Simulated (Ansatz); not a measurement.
## K on Ta(110): change of the work function

How does K on the hollow site change the work function of Ta(110) as the layer fills?

Main program and level: Ansatz 0.2.0; plane-wave DFT, PBE, Ansatz PAW.

### 1. The structure

The cell holds 4 atoms: 4 Ta. Its edges and angles: a = 2.867 Å, b = 2.867 Å, c = 25.022 Å, α = 90.0°, β = 90.0°, γ = 70.5°. Vacuum lies along c.

### 2. The clean slab

The bare slab comes first, as the zero from which every change is counted. The two lowest layers are held at bulk places and the upper ones relax. The dipole correction removes the false field that a one-sided slab makes across the periodic vacuum, so each face gets a flat vacuum level of its own.

Contents of input.yaml:

```yaml
crystal:
  lattice:
    - [2.3405234457, -1.655, 0.0]
    - [2.3405234457, 1.655, 0.0]
    - [0.0, 0.0, 25.0215703372]
  atoms:
    - { symbol: Ta, position: [0.0, 0.0, 0.3596896549] }
    - { symbol: Ta, position: [0.5, 0.5, 0.453229885] }
    - { symbol: Ta, position: [0.0, 0.0, 0.546770115] }
    - { symbol: Ta, position: [0.5, 0.5, 0.6403103451] }
kpoints:
  mp_grid: { grid: [12, 12, 1] }
hamiltonian:
  xc: pbe
scf:
  occupations: { method: fermi_dirac, width: 0.1 }
  convergence: { dr2_threshold: 1.0e-08 }
efield:
  axis: 3
  dipole_correction: true
  ramp_position: 0.97
  ramp_width: 0.06
relax:
  f_tol: 0.02
  max_steps: 60
  constraints: [{ sites: [0, 1] }]
output:
  write_potential: true
  write_density: true
  volumetric_format: npy
```

The run is started by

```
$ ansatz run input.yaml --threads 4 --pin off --max-ram 16384MiB --backend cpu --events-out ev --progress --plain --runs-dir out
```

Numbers of over 12 decimals in the logs are rounded to 6 here.

Output:

```text
Engine: ansatz 0.2.0, aarch64-unknown-linux-gnu
Pseudopotentials: kind: paw
Pseudopotential: Ta, paw, valence charge 13, recommended cutoff 420 eV (normal), Ta.paw.azcp
Functional definition: PBE
  parameter kappa = 0.804
  parameter beta = 0.066725
  exchange = pbe_x(kappa = kappa, mu = beta*pi^2/3)
  correlation = pbe_c(beta = beta)
Crystal: 4 atoms, lattice volume = 193.845 Å³
Basis set: ecut = 420 eV, 3793 PW (Γ), exchange–correlation on 40×40×360 points (8 copies of the dense FFT grid, shifted against one another)
Bands: 32, of which v1, the nominal top of the filled ones, is band 26 counted from 1 (25 counted from 0)
Symmetry: 4 space group operations
k-points: 43 of 144
Non-local potential: Ta, projectors of the file, l = 0: 3, l = 1: 2, l = 2: 2, l = 3: 1
PAW form: soft (Blöchl's): semilocal exchange-correlation on the pseudo side does not see the compensation charge
PAW one-centre angular grid: Ta, 590 points (default); XC on 64 Gauss nodes
Initial density: superposition of atomic densities (neutral atoms: chi_scale 0, normalization atom), corrected by the library's trained network
Initial wavefunctions: pseudopotential atomic-orbital guess
Functional: x = pbe(κ = 0.804, μ = 0.219515), c = pbe(β = 0.066725)
SCF iter   1: F=—  HF=-39726.805781 eV  |F-HF|=—  |Δ(HF+E_count)|=         —  Δρ=5.76e-3  dr2=1.31e0  ethr=1.77e-3  p=0.000 e·Å  D=2.87e-15 V/Å  ΔV_dip=-0.00 eV  dr2_dipole=3.97e-7  V_vac-E_F(+/−)=4.99/4.99 eV  ⟨swp⟩=7.2  Hψ=6700  notcnv=0
efield: sawtooth ramp at fractional position 0.9700 (set: `efield.ramp_position`, or a place that a band, a saddle search or an elastic batch's reference lends), width 0.0600; the density the first Hamiltonian is built on has a dipole p = 0.000 e·Å; the dipole correction subtracts the counter field D = 2.87e-15 V/Å, which shifts the + side's vacuum level by -0.00 eV against the − side's; the planar-averaged density in the ramp window peaks in size at 1.7e-5 e/Å³
preconditioner: auto → LDOS  [metal: Δε(μ)=0.027 eV  Ē_g=3.845 eV  σ=0.100 eV  W_gap=0.07  n_scr=16 (ndim 8)  ℏωp=11.9 eV  f_vac=0.544  D(μ)=5.69/eV (n_scr^D=18)  β→1.0]
SCF iter   2: F=—  HF=-39726.762830 eV  |F-HF|=—  |Δ(HF+E_count)|=   4.30e-2  Δρ=1.63e-3  dr2=8.36e-3  ethr=1.77e-3  p=0.000 e·Å  D=1.67e-5 V/Å  ΔV_dip=-0.00 eV  dr2_dipole=3.14e-7  V_vac-E_F(+/−)=4.81/4.81 eV  ⟨swp⟩=1.4  Hψ=1741  notcnv=0
SCF iter   3: F=—  HF=-39726.763829 eV  |F-HF|=—  |Δ(HF+E_count)|=   9.99e-4  Δρ=5.10e-4  dr2=2.77e-3  ethr=1.61e-5  p=0.000 e·Å  D=3.06e-6 V/Å  ΔV_dip=-0.00 eV  dr2_dipole=3.37e-9  V_vac-E_F(+/−)=4.83/4.83 eV  ⟨swp⟩=2.9  Hψ=2823  notcnv=0
SCF iter   4: F=—  HF=-39726.763793 eV  |F-HF|=—  |Δ(HF+E_count)|=   3.53e-5  Δρ=1.73e-4  dr2=1.10e-4  ethr=5.34e-6  p=0.000 e·Å  D=2.16e-6 V/Å  ΔV_dip=-0.00 eV  dr2_dipole=3.86e-12  V_vac-E_F(+/−)=4.82/4.82 eV  ⟨swp⟩=2.3  Hψ=2226  notcnv=0
SCF iter   5: F=—  HF=-39726.763804 eV  |F-HF|=—  |Δ(HF+E_count)|=   1.02e-5  Δρ=5.33e-5  dr2=4.45e-6  ethr=2.12e-7  p=0.000 e·Å  D=1.34e-6 V/Å  ΔV_dip=-0.00 eV  dr2_dipole=4.79e-11  V_vac-E_F(+/−)=4.81/4.81 eV  ⟨swp⟩=2.5  Hψ=2216  notcnv=0
SCF iter   6: F=—  HF=-39726.763676 eV  |F-HF|=—  |Δ(HF+E_count)|=   1.27e-4  Δρ=2.05e-5  dr2=1.62e-6  ethr=8.57e-9  p=0.000 e·Å  D=7.02e-7 V/Å  ΔV_dip=-0.00 eV  dr2_dipole=7.72e-16  V_vac-E_F(+/−)=4.81/4.81 eV  ⟨swp⟩=2.7  Hψ=2519  notcnv=0
SCF iter   7: F=—  HF=-39726.763677 eV  |F-HF|=—  |Δ(HF+E_count)|=   4.16e-7  Δρ=5.04e-6  dr2=4.42e-8  ethr=3.12e-9  p=0.000 e·Å  D=3.05e-7 V/Å  ΔV_dip=-0.00 eV  dr2_dipole=1.45e-12  V_vac-E_F(+/−)=4.81/4.81 eV  ⟨swp⟩=2.7  Hψ=2586  notcnv=0
SCF iter   8: F=-39726.763677 eV  HF=-39726.763677 eV  |F-HF|=1.95e-8  |Δ(HF+E_count)|=   7.49e-8  Δρ=1.58e-6  dr2=3.85e-9  ethr=1.92e-11  p=0.000 e·Å  D=1.30e-7 V/Å  ΔV_dip=-0.00 eV  dr2_dipole=1.35e-13  V_vac-E_F(+/−)=4.81/4.81 eV  ⟨swp⟩=10.9  Hψ=10429  notcnv=0
SCF 1 converged in 8 iterations: F = -39726.763677 eV  dr2 = 3.85e-9
  greatest PAW one-centre occupation: 0.999 electrons in one spin orbital (limit 2), on the Ta atom at site 0 (counted from 0), in its partial waves of l = 0
relax step   1: F+E_penalty+E_count = -39726.76367691 eV  Δ(F+E_penalty+E_count) = +0.000e0 eV  max|allowed force component| = 4.148e-1 eV/Å  Δτ_max = 0.0000 Å  (8 SCF iters, accepted)
Initial density: handed on by an earlier stage of this run
Initial wavefunctions: those handed on with the density
iter 1 solved again at ethr=2.39e-3 eV; its pass at ethr=3.10e-3 eV (dr2=1.24e0 eV) is discarded
SCF iter   1: F=—  HF=-39726.839723 eV  |F-HF|=—  |Δ(HF+E_count)|=         —  Δρ=9.90e-3  dr2=1.15e0  ethr=2.39e-3  p=0.000 e·Å  D=1.07e-6 V/Å  ΔV_dip=-0.00 eV  dr2_dipole=5.18e-3  V_vac-E_F(+/−)=4.85/4.85 eV  ⟨swp⟩=1.1  Hψ=5524  notcnv=0
efield: sawtooth ramp at fractional position 0.9700 (set: `efield.ramp_position`, or a place that a band, a saddle search or an elastic batch's reference lends), width 0.0600; the density the first Hamiltonian is built on has a dipole p = 0.000 e·Å; the dipole correction subtracts the counter field D = 1.07e-6 V/Å, which shifts the + side's vacuum level by -0.00 eV against the − side's; the planar-averaged density in the ramp window peaks in size at 9.3e-6 e/Å³
preconditioner: auto → LDOS  [metal: Δε(μ)=0.002 eV  Ē_g=3.957 eV  σ=0.100 eV  W_gap=0.00  n_scr=16 (ndim 8)  ℏωp=11.9 eV  f_vac=0.555  D(μ)=5.52/eV (n_scr^D=18)  β→1.0]
SCF iter   2: F=—  HF=-39726.769059 eV  |F-HF|=—  |Δ(HF+E_count)|=   7.07e-2  Δρ=5.59e-3  dr2=2.66e-1  ethr=2.21e-3  p=0.012 e·Å  D=1.12e-2 V/Å  ΔV_dip=-0.28 eV  dr2_dipole=6.71e-3  V_vac-E_F(+/−)=4.53/4.81 eV  ⟨swp⟩=3.0  Hψ=2184  notcnv=0
SCF iter   3: F=—  HF=-39726.745758 eV  |F-HF|=—  |Δ(HF+E_count)|=   2.33e-2  Δρ=1.82e-3  dr2=2.99e-2  ethr=5.11e-4  p=0.006 e·Å  D=5.53e-3 V/Å  ΔV_dip=-0.14 eV  dr2_dipole=1.11e-3  V_vac-E_F(+/−)=4.69/4.83 eV  ⟨swp⟩=3.1  Hψ=2953  notcnv=0
SCF iter   4: F=—  HF=-39726.742035 eV  |F-HF|=—  |Δ(HF+E_count)|=   3.72e-3  Δρ=4.37e-4  dr2=8.85e-4  ethr=5.74e-5  p=0.006 e·Å  D=5.97e-3 V/Å  ΔV_dip=-0.15 eV  dr2_dipole=2.49e-5  V_vac-E_F(+/−)=4.67/4.82 eV  ⟨swp⟩=2.3  Hψ=2120  notcnv=0
SCF iter   5: F=—  HF=-39726.742229 eV  |F-HF|=—  |Δ(HF+E_count)|=   1.94e-4  Δρ=1.46e-4  dr2=1.02e-4  ethr=1.70e-6  p=0.006 e·Å  D=5.82e-3 V/Å  ΔV_dip=-0.15 eV  dr2_dipole=1.05e-5  V_vac-E_F(+/−)=4.68/4.82 eV  ⟨swp⟩=2.2  Hψ=2050  notcnv=0
SCF iter   6: F=—  HF=-39726.742260 eV  |F-HF|=—  |Δ(HF+E_count)|=   3.15e-5  Δρ=4.66e-5  dr2=2.46e-5  ethr=1.96e-7  p=0.006 e·Å  D=5.53e-3 V/Å  ΔV_dip=-0.14 eV  dr2_dipole=6.35e-6  V_vac-E_F(+/−)=4.68/4.82 eV  ⟨swp⟩=2.4  Hψ=2108  notcnv=0
SCF iter   7: F=—  HF=-39726.742247 eV  |F-HF|=—  |Δ(HF+E_count)|=   1.36e-5  Δρ=1.66e-5  dr2=2.34e-6  ethr=4.72e-8  p=0.006 e·Å  D=5.42e-3 V/Å  ΔV_dip=-0.14 eV  dr2_dipole=1.75e-8  V_vac-E_F(+/−)=4.69/4.82 eV  ⟨swp⟩=2.3  Hψ=1764  notcnv=0
SCF iter   8: F=—  HF=-39726.742124 eV  |F-HF|=—  |Δ(HF+E_count)|=   1.23e-4  Δρ=4.53e-6  dr2=6.33e-8  ethr=4.51e-9  p=0.006 e·Å  D=5.34e-3 V/Å  ΔV_dip=-0.13 eV  dr2_dipole=2.68e-9  V_vac-E_F(+/−)=4.69/4.82 eV  ⟨swp⟩=2.0  Hψ=1815  notcnv=0
SCF iter   9: F=—  HF=-39726.742124 eV  |F-HF|=—  |Δ(HF+E_count)|=   6.07e-8  Δρ=1.58e-6  dr2=1.94e-8  ethr=1.92e-11  p=0.006 e·Å  D=5.32e-3 V/Å  ΔV_dip=-0.13 eV  dr2_dipole=5.10e-9  V_vac-E_F(+/−)=4.69/4.82 eV  ⟨swp⟩=11.3  Hψ=10972  notcnv=0
SCF iter  10: F=-39726.742124 eV  HF=-39726.742124 eV  |F-HF|=1.86e-9  |Δ(HF+E_count)|=   1.34e-8  Δρ=5.82e-7  dr2=1.35e-9  ethr=1.92e-11  p=0.006 e·Å  D=5.31e-3 V/Å  ΔV_dip=-0.13 eV  dr2_dipole=4.44e-10  V_vac-E_F(+/−)=4.69/4.82 eV  ⟨swp⟩=10.0  Hψ=9393  notcnv=0
SCF 2 converged in 10 iterations: F = -39726.742124 eV  dr2 = 1.35e-9
  greatest PAW one-centre occupation: 1.000 electrons in one spin orbital (limit 2), on the Ta atom at site 3 (counted from 0), in its partial waves of l = 0
relax step   2: F+E_penalty+E_count = -39726.74212440 eV  Δ(F+E_penalty+E_count) = +2.155e-2 eV  max|allowed force component| = 7.793e-1 eV/Å  Δτ_max = 0.1926 Å  (10 SCF iters, rejected (line search))
iter 1 solved again at ethr=8.38e-4 eV; its pass at ethr=3.10e-3 eV (dr2=4.36e-1 eV) is discarded
SCF iter   1: F=—  HF=-39726.815844 eV  |F-HF|=—  |Δ(HF+E_count)|=         —  Δρ=5.63e-3  dr2=4.24e-1  ethr=8.38e-4  p=0.006 e·Å  D=5.31e-3 V/Å  ΔV_dip=-0.13 eV  dr2_dipole=4.73e-3  V_vac-E_F(+/−)=4.67/4.80 eV  ⟨swp⟩=1.2  Hψ=4821  notcnv=0
efield: sawtooth ramp at fractional position 0.9700 (set: `efield.ramp_position`, or a place that a band, a saddle search or an elastic batch's reference lends), width 0.0600; the density the first Hamiltonian is built on has a dipole p = 0.006 e·Å; the dipole correction subtracts the counter field D = 5.31e-3 V/Å, which shifts the + side's vacuum level by -0.13 eV against the − side's; the planar-averaged density in the ramp window peaks in size at 5.6e-6 e/Å³
preconditioner: auto → LDOS  [metal: Δε(μ)=0.011 eV  Ē_g=3.847 eV  σ=0.100 eV  W_gap=0.03  n_scr=16 (ndim 8)  ℏωp=11.9 eV  f_vac=0.548  D(μ)=5.97/eV (n_scr^D=30)  β→1.0]
SCF iter   2: F=—  HF=-39726.790130 eV  |F-HF|=—  |Δ(HF+E_count)|=   2.57e-2  Δρ=3.00e-3  dr2=5.27e-2  ethr=8.15e-4  p=-0.002 e·Å  D=-1.66e-3 V/Å  ΔV_dip=0.04 eV  dr2_dipole=2.68e-3  V_vac-E_F(+/−)=4.86/4.82 eV  ⟨swp⟩=2.7  Hψ=2118  notcnv=0
SCF iter   3: F=—  HF=-39726.784850 eV  |F-HF|=—  |Δ(HF+E_count)|=   5.28e-3  Δρ=1.14e-3  dr2=1.41e-2  ethr=1.01e-4  p=0.002 e·Å  D=2.13e-3 V/Å  ΔV_dip=-0.05 eV  dr2_dipole=1.26e-3  V_vac-E_F(+/−)=4.77/4.82 eV  ⟨swp⟩=2.8  Hψ=2591  notcnv=0
SCF iter   4: F=—  HF=-39726.783334 eV  |F-HF|=—  |Δ(HF+E_count)|=   1.52e-3  Δρ=3.41e-4  dr2=1.45e-3  ethr=2.72e-5  p=0.002 e·Å  D=1.77e-3 V/Å  ΔV_dip=-0.04 eV  dr2_dipole=2.49e-4  V_vac-E_F(+/−)=4.77/4.82 eV  ⟨swp⟩=2.0  Hψ=1772  notcnv=0
SCF iter   5: F=—  HF=-39726.783269 eV  |F-HF|=—  |Δ(HF+E_count)|=   6.48e-5  Δρ=1.01e-4  dr2=7.32e-5  ethr=2.78e-6  p=0.002 e·Å  D=1.73e-3 V/Å  ΔV_dip=-0.04 eV  dr2_dipole=4.36e-6  V_vac-E_F(+/−)=4.77/4.82 eV  ⟨swp⟩=2.1  Hψ=1774  notcnv=0
SCF iter   6: F=—  HF=-39726.783249 eV  |F-HF|=—  |Δ(HF+E_count)|=   2.01e-5  Δρ=2.91e-5  dr2=2.16e-6  ethr=1.41e-7  p=0.002 e·Å  D=1.85e-3 V/Å  ΔV_dip=-0.05 eV  dr2_dipole=9.86e-8  V_vac-E_F(+/−)=4.77/4.82 eV  ⟨swp⟩=2.8  Hψ=2503  notcnv=0
SCF iter   7: F=—  HF=-39726.783127 eV  |F-HF|=—  |Δ(HF+E_count)|=   1.22e-4  Δρ=1.01e-5  dr2=3.48e-7  ethr=4.15e-9  p=0.002 e·Å  D=1.92e-3 V/Å  ΔV_dip=-0.05 eV  dr2_dipole=1.11e-8  V_vac-E_F(+/−)=4.77/4.82 eV  ⟨swp⟩=2.3  Hψ=2301  notcnv=0
SCF iter   8: F=—  HF=-39726.783127 eV  |F-HF|=—  |Δ(HF+E_count)|=   2.34e-7  Δρ=2.98e-6  dr2=4.09e-8  ethr=6.70e-10  p=0.002 e·Å  D=1.98e-3 V/Å  ΔV_dip=-0.05 eV  dr2_dipole=1.06e-10  V_vac-E_F(+/−)=4.77/4.82 eV  ⟨swp⟩=2.3  Hψ=2070  notcnv=0
SCF iter   9: F=-39726.783127 eV  HF=-39726.783127 eV  |F-HF|=3.42e-9  |Δ(HF+E_count)|=   3.83e-8  Δρ=1.03e-6  dr2=5.49e-9  ethr=1.92e-11  p=0.002 e·Å  D=1.99e-3 V/Å  ΔV_dip=-0.05 eV  dr2_dipole=6.11e-10  V_vac-E_F(+/−)=4.77/4.82 eV  ⟨swp⟩=10.8  Hψ=10447  notcnv=0
SCF 3 converged in 9 iterations: F = -39726.783127 eV  dr2 = 5.49e-9
relax step   3: F+E_penalty+E_count = -39726.78312741 eV  Δ(F+E_penalty+E_count) = -1.945e-2 eV  max|allowed force component| = 1.779e-2 eV/Å  Δτ_max = 0.0888 Å  (9 SCF iters, accepted)
NSCF: frozen V_eff on 43 k-points
the band table was solved once a step of the walk had ended and its energy, with any forces and stress, was formed, with the checks that follow a solve (7258 applications of the Hamiltonian). They found nothing against the state; the energy, forces and stress were not computed again (output.eigenvalues in the input reference)
WARN: The output density's exchange-correlation potential varies sharply where the density is thin. Do not read a vacuum level from v_tot or v_xc, or from such a field of the output density. On a cell that repeats whose density bears no net charge and no dipole along the vacuum's axis use v_es (v_loc + v_h of the components); under efield.dipole_correction with no amplitude use v_es + v_field, which holds any externa [...]
SCF converged after 9 iterations
Free energy (F): -39726.783127 eV
Harris-Foulkes:  -39726.783127 eV  (|F-HF|=3.42e-9)
Internal energy: -39726.594280 eV  (E = F + TS)
E sigma→0 (E₀):  -39726.688704 eV
Entropy (-TS):   -0.188848 eV (-47.212 meV/atom)
Fermi energy:    4.106388 eV
Dipole field:    D = 0.002028 V/Å  (p = 0.002173 e·Å, saw-weighted, corrected)
Work function:   Φ+ = 4.7668 eV   Φ− = 4.8176 eV
Levels:          The Fermi level and band energies are counted from a zero that moves with the ramp; work functions are not
--- Per-component energies (eV) ---
  E_band       = -1175.816871
  E_kinetic    = 1457.922003
  E_local      = -55624.545257  (includes V_loc(G=0)·N_el)
  E_nonlocal   = 59.651063
  E_hartree    = 27096.646482
  E_xc         = -870.143284
  E_vxc        = -811.251716  (∫ρ·V_xc dr)
  E_paw        = -33585.914433  (= ΣΔE_a)
  E_vpaw       = -450.895849  (= ΣTr[D̂ρ^β])
  E_aug_tail   = 0.000571  (compensation charges beyond the density's cutoff)
  E_efield     = 0.000002  (sawtooth field / dipole correction)
  E_vefield    = 0.002282  (∫n·V_field dr)
  E_ewald      = 21739.788572
  E_smearing   = -0.188848  (= −TS)
  E_closure    = -0.000000  (closes the sum)
  Σ components = -39726.783127   (vs F -39726.783127, Δ=0.00e0)
--- Forces (eV/Å), atoms counted from 1 ---
  atom   1  Ta     0.00000000     0.00000000     0.43128867
  atom   2  Ta     0.00000000     0.00000000    -0.43322396
  atom   3  Ta     0.00000000     0.00000000    -0.01585195
  atom   4  Ta     0.00000000     0.00000000     0.01778537
  max |Σ_I F_I| component: 1.87e-6 eV/Å
--- Band table (eV; the first three rows and the last of 43) ---
  k-point 0: bands = [... 22 lower, 3.5859, 3.8018, 3.9092, 4.4738, 4.5203, 4.6621, 5.1191, 5.3470, ... 2 higher]
  k-point 1: bands = [... 22 lower, 3.5025, 3.7840, 3.9078, 4.2606, 4.4534, 4.7338, 5.0508, 5.2065, ... 2 higher]
  k-point 2: bands = [... 22 lower, 3.3305, 3.6231, 3.8165, 3.9022, 4.1304, 4.4107, 5.2264, 5.4658, ... 2 higher]
  k-point 42: bands = [... 22 lower, 2.9030, 3.3565, 4.2352, 5.6752, 5.9858, 6.4812, 6.5254, 6.5718, ... 2 higher]
--- Relaxed structure (3 steps of the walk, 2 accepted, 0 SCFs on fresh bases) ---
  F+E_penalty+E_count = -39726.78312741 eV   max|allowed force component| = 1.779e-2 eV/Å
  atoms:
    - { symbol: Ta, position: [0.0, 0.0, 0.3596896549] }
    - { symbol: Ta, position: [0.5, 0.5, 0.453230] }
    - { symbol: Ta, position: [0.0, 0.0, 0.546866] }
    - { symbol: Ta, position: [0.5, 0.5, 0.636762] }
```

It took 16 s on 4 threads of Arm Neoverse V2, shared host; peak memory 0.56 GiB.

Step by step:

| step | energy less that of the first step (eV) | largest force component (eV/Å) |
| --- | --- | --- |
| 1 | 0.0000 | 0.4148 |
| 2 | 0.0216 | 0.7793 |
| 3 | -0.0194 | 0.0178 |

Relaxation step 2 was tried and not accepted.

Forces are held to the 4 operations that the run works with; a distortion that breaks them can't arise in this run.

The atoms that moved most (Å):

| atom | dx | dy | dz | length |
| --- | --- | --- | --- | --- |
| Ta4 | 0.000 | 0.000 | -0.089 | 0.089 |

Numbers from this step:

```
energy at zero smearing        : -39726.6887 eV
work function, upper face      : 4.767 eV
work function, lower face      : 4.818 eV
dipole along the normal        : 0.002173 e·Å
step between the vacuum levels : -0.05074 eV
```

Running mean over 2.341 Å of the planar mean; the ramp of the sawtooth is left out. The electron's electrostatic potential energy less the Fermi level by z:

z (Å), electron's electrostatic potential energy less the Fermi level (eV) and a bar from the least value:
```
      3.5        4.8 ##############################
      4.0        4.8 ##############################
      4.5        4.8 ##############################
      5.0        4.8 ##############################
      5.5        4.8 ##############################
      6.0        4.6 ##############################
      6.5        4.2 #############################
      7.0        3.0 ##########################
      7.5       -0.2 ####################
      8.0       -5.2 ###########
      8.5       -8.9 ####
      9.0      -10.1 #
      9.5      -10.1 #
     10.0      -10.0 ##
     10.5      -10.0 ##
     11.0      -10.0 ##
     11.5      -10.0 ##
     12.0      -10.0 ##
     12.5      -10.0 ##
     13.0      -10.0 ##
     13.5      -10.0 ##
     14.0      -10.3 #
     14.5      -10.7 
     15.0      -10.9 
     15.5      -10.5 #
     16.0      -10.1 #
     16.5       -8.6 ####
     17.0       -4.5 ############
     17.5        0.3 #####################
     18.0        3.2 ###########################
     18.5        4.3 #############################
     19.0        4.6 ##############################
     19.5        4.7 ##############################
     20.0        4.8 ##############################
     20.5        4.8 ##############################
     21.0        4.8 ##############################
     21.5        4.8 ##############################
```

The relaxation took 3 steps and lowered the energy by 0.019 eV; the largest force on the free atoms ends at 0.018 eV/Å.

The work function of the upper face is 4.77 eV.

(Part 1 of 3 ends here.)

[Logs are printed without paths, hosts, clocks, repeated set-up lines and the standing remarks that a program may print on its own settings, such as how far it seeks lower states.]

[Hosts, paths, dates, database ids (printed as entryN), source tags and the programs' standing remarks are cut or masked in the printed files.]

[Maps of the electrostatic potential energy from Ansatz leave out the sawtooth potential of an applied field or a dipole correction, so their vacuum need not be flat; planar profiles and work functions include it.]
